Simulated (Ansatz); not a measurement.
# Direct or indirect: ZnSe (F-43m)

```cif
data_structure
_symmetry_space_group_name_H-M 'P 1'
_symmetry_Int_Tables_number 1
_cell_length_a 4.0076
_cell_length_b 4.0076
_cell_length_c 4.0076
_cell_angle_alpha 60.000
_cell_angle_beta 60.000
_cell_angle_gamma 60.000
_cell_volume 45.51
loop_
_atom_site_label
_atom_site_type_symbol
_atom_site_fract_x
_atom_site_fract_y
_atom_site_fract_z
_atom_site_occupancy
Se1 Se 0.75000 0.75000 0.75000 1
Zn1 Zn 0.00000 0.00000 0.00000 1
```

Method: Ansatz, PBE, independent particles, without spin-orbit coupling, line width 0.15 eV (Gaussian). The band structure gives a fundamental gap of 1.29 eV. The spectrum of vertical transitions near the edge:

```csv
E (eV),"Im ε, E ∥ xyz"
0.84,0.00
0.96,0.00
1.08,0.01
1.20,0.09
1.32,0.36
1.44,0.70
1.56,0.94
1.68,1.10
1.80,1.21
1.92,1.31
2.04,1.40
2.16,1.50
2.28,1.60
2.40,1.70
2.52,1.83
2.64,1.98
```

Is the gap direct or indirect, and about where do vertical transitions set in?

Direct: the band path has its least direct gap at the fundamental one, 1.29 eV, and the curves rise from there. Lines are broadened by 0.15 eV, which spreads the edge.

[Logs are printed without paths, hosts, clocks, repeated set-up lines and the standing remarks that a program may print on its own settings, such as how far it seeks lower states.]
